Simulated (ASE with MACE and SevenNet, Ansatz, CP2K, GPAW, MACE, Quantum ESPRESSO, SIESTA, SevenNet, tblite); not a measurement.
# Machine-learned potentials on random packing of Nb14Si86 (at. %) (102 atoms): settings against a plane-wave reference

Wanted: machine-learned potentials inputs and outputs for random packing of Nb14Si86 (at. %) (102 atoms), checked against a plane-wave reference.

Method: the method is named at each step, in ASE with MACE and SevenNet.

## 1. The starting structure

The cell holds 102 atoms: 14 Nb and 88 Si. Its edges and angles: a = 12.543 Å, b = 12.543 Å, c = 12.543 Å, α = 90.0°, β = 90.0°, γ = 90.0°. 102 atoms (14 Nb, 88 Si) packed at random in a cube at 3.17 g/cm³ and pushed apart as soft spheres; a start for melting by ab initio MD, not an equilibrated structure. Then every atom was moved at random, 0.05 Å r.m.s. a Cartesian component.

The yardstick, on the same geometry:

- method: Kohn-Sham DFT, PBE, PAW, plane waves (Ansatz 0.2.0); cutoff 420 eV, Γ point, fermi-dirac smearing of 0.05 eV; PAW set soft_2
- r.m.s. force component: 1.424 eV/Å
- longest force: 7.005 eV/Å
- pressure: -1.475 GPa
- SCF cycles: 9
- time: 29 s on 4 threads of Arm Neoverse V2, shared host
- CPU time: 1.9 min

## 2. MACE MP-0b2 small potential

Method: machine-learned interatomic potential MACE MP-0b2 small, trained on PBE(+U) plane-wave data.

run.py reads:

```python
import numpy as np
from ase.io import read
import mlip  # loads the published weights by name

atoms = read("structure.xyz")
atoms.calc = mlip.calc("mace-mp-0b2-small")
energy = atoms.get_potential_energy()
forces = atoms.get_forces()
print(f"energy {energy:.6f} eV")
print("forces (eV/A)")
for i, (a, f) in enumerate(zip(atoms, forces)):
    print(f"{i:4d} {a.symbol:2s} {f[0]:10.5f} {f[1]:10.5f} {f[2]:10.5f}")
stress = -atoms.get_stress(voigt=False) * 160.21766
print("stress (GPa, compression positive)")
for row in stress:
    print(" ".join(f"{x:10.4f}" for x in row))
```

structure.xyz reads:

```xyz
102
Lattice="12.54330 0.00000 0.00000 0.00000 12.54330 0.00000 0.00000 0.00000 12.54330" Properties=species:S:1:pos:R:3 pbc="T T T"
Nb 10.64863 4.65632 2.47291
Nb 2.93551 3.56380 1.60730
Nb 9.84649 7.36204 9.26047
Nb 10.23420 5.35135 11.31017
Nb 1.08311 1.56089 9.18082
Nb 4.68292 10.33342 7.05761
Nb 2.71186 11.99528 7.80168
Nb 6.54773 8.55353 5.53009
Nb 10.08983 9.22209 12.03668
Nb 1.30300 7.81811 5.38685
Nb 11.97634 8.49520 10.32389
Nb 3.02306 5.95556 7.27348
Nb 11.46157 1.89818 7.75979
Nb 7.42526 3.66917 0.54714
Si 5.20208 7.37621 7.55784
Si 11.12967 1.78592 10.81245
Si 7.23410 6.80951 3.55791
Si 2.14453 5.81231 2.46476
Si 0.10750 5.91542 11.12051
Si 7.59610 9.66762 11.34090
Si 10.44957 12.36870 12.31928
Si 9.60014 10.31436 1.84675
Si 5.16044 0.87088 5.10751
Si 8.82647 1.54483 12.06201
Si 0.04641 5.77506 1.18120
Si 8.69865 10.65553 6.62086
Si 4.66347 11.58186 0.50386
Si 5.65916 2.73168 10.24273
Si 0.03550 10.78310 0.26792
Si 3.84113 8.25663 5.38333
Si 4.95912 1.06969 7.79554
Si 3.48353 9.67741 10.44330
Si 10.81471 11.51249 5.53285
Si 5.77431 0.00916 9.77111
Si 5.33605 10.70633 4.18670
Si 2.05610 9.41287 7.27135
Si 8.04038 8.54751 1.15198
Si 6.71067 8.81292 2.74184
Si 12.08672 3.29124 4.40947
Si 9.83269 4.05312 8.48090
Si 2.90390 2.30182 7.42839
Si 8.79912 6.53531 1.67754
Si 7.17853 1.96152 8.43738
Si 3.02795 1.04824 0.46837
Si 3.51940 8.91264 0.84993
Si 9.46568 0.50825 2.56360
Si 1.13956 6.97997 8.89383
Si 5.33655 4.96326 1.36898
Si 5.96885 7.15733 10.68037
Si 8.17572 6.83635 7.15232
Si 7.22983 5.49284 9.23049
Si 8.10234 0.43826 4.23537
Si 1.51260 2.06425 3.62978
Si 4.69609 4.24628 8.66228
Si 7.39026 12.09375 1.70777
Si 7.68704 4.83406 5.65314
[... 42 atom lines left out ...]
Si 10.26694 2.66257 0.90826
Si 4.85890 5.77945 11.95652
Si 10.96535 9.98221 3.70328
Si 1.31266 10.18679 10.88583
```

Started as:

```sh
$ OMP_NUM_THREADS=1 python run.py > output.txt
```

The log of the run:

```text
energy -560.922761 eV
forces (eV/A)
   0 Nb   -0.10322    0.50099    1.23092
   1 Nb    1.14400   -1.14259   -0.45902
   2 Nb   -1.08687   -0.83899   -0.48723
   3 Nb   -0.74656    0.37291    0.99254
   4 Nb    0.93774    0.51285    1.53516
   5 Nb    0.40152   -0.11559    0.18006
   6 Nb   -0.10398   -0.03441   -0.30898
   7 Nb    0.50463   -0.19083   -0.61407
   8 Nb   -0.74962    0.41951    0.98472
   9 Nb   -1.46746   -0.26377   -0.61466
  10 Nb    2.34940   -0.35406    0.04107
  11 Nb   -0.76822   -0.90088   -0.05731
  12 Nb   -1.73788    0.37425   -0.54541
  13 Nb    0.38969   -1.25560    1.43900
  14 Si   -0.86862   -0.53072   -1.45597
  15 Si   -1.09188   -1.68425   -4.91191
  16 Si    0.36772   -1.56932    1.23729
  17 Si    1.35943    0.54148   -1.17471
  18 Si    1.11894    0.92570   -0.16762
  19 Si   -0.41556   -0.30154   -0.12890
  20 Si    0.64938   -1.66093    0.27100
  21 Si   -0.56735    1.08618   -0.56857
  22 Si    0.16854   -0.03821    0.76662
  23 Si   -1.50348    0.70144    1.23466
[...]
94 Si    0.93285    0.20969   -1.89133
  95 Si    0.90813    3.06665    0.85831
  96 Si   -0.34164    0.75206    0.78869
  97 Si    0.64424   -0.86185    2.42032
  98 Si   -4.07739    1.39439    2.35133
  99 Si   -2.84322   -1.57461   -2.18079
 100 Si    2.24997   -0.16443   -0.50255
 101 Si   -0.58055   -0.06645   -0.88384
stress (GPa, compression positive)
   -1.0134     0.2561    -0.7009
    0.2561    -2.6914    -0.3095
   -0.7009    -0.3095    -2.0735
```

It took 8.4 s on 1 thread of Arm Neoverse V2, shared host; peak memory 0.66 GiB.

Banners, paths, timers and routine set-up lines are dropped from the logs unmarked, and long logs keep their key lines alone; longer cuts are marked.

Numbers from this run, and their distance from the reference:

```
r.m.s. force component                  : 1.53 eV/Å
r.m.s. difference of force components   : 398.9 meV/Å
longest difference of force vectors     : 1802 meV/Å
force difference over r.m.s. force      : 28.01 %
slope of forces against the reference's : 1.038
correlation of force components         : 0.9661
pressure                                : -1.926 GPa
pressure difference                     : -0.4512 GPa
```

Length of the force difference by element (eV/Å):

```tsv
element	atoms	mean	most
Nb	14	0.95	1.8
Si	88	0.55	1.3
```

The surroundings of Si56, which bears the longest force, nearest first, numbered as they follow in the input and with coordinates relative to it.

```tsv
atom	x	y	z	distance (Å)	Fx	Fy	Fz (eV/Å)
Si56	0.00	0.00	0.00	0.00	-2.12	6.68	-2.27
Si57	-1.08	-1.39	1.07	2.06	-5.62	-2.17	2.27
Si73	1.03	-1.75	0.66	2.14	4.18	-4.22	1.66
Si65	2.10	-0.06	-0.55	2.17	3.38	0.96	-1.83
Si50	0.49	2.00	1.50	2.55	-0.93	0.07	0.16
Si70	-2.63	0.70	-0.08	2.72	0.59	1.12	0.32
Si17	-0.45	1.98	-2.10	2.92	0.37	-1.57	1.24
Si89	-1.25	-1.80	-2.61	3.41	-0.31	0.32	-0.47
Si40	2.15	-0.78	2.83	3.63	0.43	0.07	0.23
Si86	-3.27	-1.30	-1.01	3.66	3.02	-1.64	-2.71
Si51	-0.46	0.66	3.58	3.67	-0.03	0.61	-0.64
Si59	2.26	2.39	-1.70	3.70	0.33	-1.34	0.00
Si62	2.02	-2.45	-1.93	3.72	0.39	2.00	0.82
```

Atoms are counted from 1 here, from 0 in the log.

Forces lie 28 % from the reference's, at 0.069 times its CPU time (on 1 against 4 cores).

## 3. SevenNet l3i5 potential

Method: machine-learned interatomic potential SevenNet l3i5, trained on PBE(+U) plane-wave data.

Changes to run.py since step 2:

```diff
@@ -5,3 +5,3 @@
 atoms = read("structure.xyz")
-atoms.calc = mlip.calc("mace-mp-0b2-small")
+atoms.calc = mlip.calc("7net-l3i5")
 energy = atoms.get_potential_energy()
```

structure.xyz is that of step 2.

The log of the run:

```text
energy -553.630005 eV
forces (eV/A)
   0 Nb   -0.68057    0.70018    1.15445
   1 Nb    1.72086   -1.24337    0.19848
   2 Nb   -0.64410   -1.01127    0.50079
   3 Nb   -1.44209    0.55786    0.14627
   4 Nb    0.80976    0.40718    0.99364
   5 Nb    0.16502   -0.70513   -0.03284
   6 Nb   -0.46716    0.34316   -0.27380
   7 Nb    0.31777    0.23154    0.15030
   8 Nb   -0.27036    0.23656    0.14985
   9 Nb   -0.57443   -0.06329   -0.23809
  10 Nb    1.22957   -1.50474    0.21905
  11 Nb   -0.56981   -0.48541    0.04275
  12 Nb   -0.69206    1.41351   -0.30811
  13 Nb    1.50751   -0.44674    0.23176
  14 Si   -0.91572   -0.33407   -0.89036
  15 Si   -0.76853   -1.41050   -4.47776
  16 Si   -0.08078   -2.27064    1.22978
  17 Si    1.22924    1.13670   -0.48881
  18 Si    1.11665    1.07801    0.13321
  19 Si   -0.88440   -0.38428   -0.23593
  20 Si    0.88956   -1.44668    0.33749
  21 Si   -0.52746    1.34620   -0.22127
  22 Si    0.25868   -0.04389    0.05514
  23 Si   -1.65443    0.85356    1.65187
[...]
94 Si    0.91174    0.33242   -1.61881
  95 Si    1.24746    3.50260    1.02885
  96 Si   -0.17315    0.40820    0.30182
  97 Si    0.67413   -0.59058    2.78572
  98 Si   -4.09214    1.64242    2.16285
  99 Si   -3.22692   -1.71228   -2.50083
 100 Si    1.90387    0.01989   -0.35757
 101 Si    0.03031    0.54994   -1.00338
stress (GPa, compression positive)
   -0.4195     0.0291    -1.2955
    0.0291    -2.6007    -0.3471
   -1.2955    -0.3471    -2.0065
```

Elapsed: 9.6 s, on 1 thread; peak memory 1.3 GiB.

Compared with the plane-wave run:

- r.m.s. force component: 1.592 eV/Å
- r.m.s. difference of force components: 368.7 meV/Å
- longest difference of force vectors: 2292 meV/Å
- force difference over r.m.s. force: 25.89 %
- slope of forces against the reference's: 1.091
- correlation of force components: 0.9762
- pressure: -1.676 GPa
- pressure difference: -0.2007 GPa

Against the first run (28 %), the force difference from the reference is 26 %, at 1.2 times the CPU time.

## 4. MACE MP-0b3 medium potential

Method: machine-learned interatomic potential MACE MP-0b3 medium, trained on PBE(+U) plane-wave data.

Changes to run.py since step 3:

```diff
@@ -5,3 +5,3 @@
 atoms = read("structure.xyz")
-atoms.calc = mlip.calc("7net-l3i5")
+atoms.calc = mlip.calc("mace-mp-0b3-medium")
 energy = atoms.get_potential_energy()
```

structure.xyz is that of step 3.

The log of the run:

```text
energy -562.466235 eV
forces (eV/A)
   0 Nb   -0.53650    0.28787    0.93090
   1 Nb    0.99395   -0.46918    0.20927
   2 Nb   -1.25903   -1.23969   -0.16129
   3 Nb   -1.01052    0.40443    0.05472
   4 Nb    0.18680    0.61743    0.48951
   5 Nb    0.54354   -0.73304   -0.49279
   6 Nb   -0.53347    0.75127   -0.42788
   7 Nb    0.67414    0.31681    0.02200
   8 Nb   -0.67942    0.51145    0.73712
   9 Nb   -0.94414   -0.32252   -0.42674
  10 Nb    2.06726   -0.69109    0.44485
  11 Nb   -0.39830   -0.66843   -0.12784
  12 Nb   -0.43198    0.58566   -0.22818
  13 Nb    1.26974   -0.02666    0.22282
  14 Si   -0.87073   -0.45298   -1.32207
  15 Si   -0.69020   -1.37962   -3.95017
  16 Si    0.14148   -1.70019    1.02404
  17 Si    1.34293    0.34760   -1.20930
  18 Si    0.73813    0.72742   -0.04335
  19 Si   -0.38587   -0.15232   -0.28058
  20 Si    0.63543   -1.40444    0.25951
  21 Si   -0.57165    1.00067   -0.44969
  22 Si    0.18097    0.08532    0.15644
  23 Si   -1.57773    0.76106    1.62320
[...]
94 Si    1.04984   -0.17391   -1.62124
  95 Si    0.91854    2.55791    0.83553
  96 Si   -0.29026    0.57810    0.10555
  97 Si    0.68741   -0.67137    2.36924
  98 Si   -3.74632    1.56018    2.35896
  99 Si   -2.44442   -1.44351   -2.11030
 100 Si    1.80982   -0.13539   -0.60682
 101 Si   -0.43166   -0.21041   -1.16959
stress (GPa, compression positive)
   -2.6949    -0.1773    -0.6647
   -0.1773    -4.1335    -0.2128
   -0.6647    -0.2128    -3.2624
```

Wall time 7.8 s (1 thread); peak memory 1 GiB.

Numbers from this run, and their distance from the reference:

* r.m.s. force component: 1.366 eV/Å
* r.m.s. difference of force components: 308.9 meV/Å
* longest difference of force vectors: 1331 meV/Å
* force difference over r.m.s. force: 21.69 %
* slope of forces against the reference's: 0.9366
* correlation of force components: 0.9764
* pressure: -3.364 GPa
* pressure difference: -1.889 GPa

Against the first run (28 %), the force difference from the reference is 22 %, at 1.0 times the CPU time.

## 5. The ladder

Differences are against the plane-wave reference, forces as r.m.s. over components; share is that over the reference's r.m.s. force, slope the least-squares factor from reference forces to these. Total energies of different programs have different zeros and aren't compared.

```tsv
run	Δ force, r.m.s. (meV/Å)	share (%)	slope	Δ pressure (GPa)	cores	CPU time	memory (GiB)
reference	-	-	-	-	4	1.9 min	2.4
MACE MP-0b2 small potential	399	28.0	1.038	-0.451	1	7.7 s	0.66
SevenNet l3i5 potential	369	25.9	1.091	-0.201	1	9.3 s	1.3
MACE MP-0b3 medium potential	309	21.7	0.937	-1.89	1	7.8 s	1
```

Times of the machine-learned potentials are mostly Python's start and the loading of weights.

CPU time is summed over cores on a shared host, where runs went side by side, so it is rough. Symmetry, cutoffs, thresholds, outputs and thread counts weren't matched or tuned between programs; memory under MPI is the largest rank's times the ranks.

## 6. Results

| Property | Result |
| --- | --- |
| nearest in forces | MACE MP-0b3 medium potential, 22 % |
| its CPU time | 7.8 s |

In words: Machine-learned potentials differ by 22 % (MACE MP-0b3 medium potential) to 28 % (MACE MP-0b2 small potential); they were trained on other programs' data. Machine-learned potentials mimic data converged in k, so the reference's own k-point error enters their differences. The electronic-structure runs sample only Γ, in a cell whose shortest periodic width is 13 Å, which is coarse for a cell with partly filled levels.

[Also dropped from logs without a mark: logging warnings of Python, and SIESTA's first energy breakdown and zero terms.]

[Logs are printed without paths, hosts, clocks, repeated set-up lines and the standing remarks that a program may print on its own settings, such as how far it seeks lower states.]

[Hosts, paths, dates, database ids (printed as entryN), source tags and the programs' standing remarks are cut or masked in the printed files.]
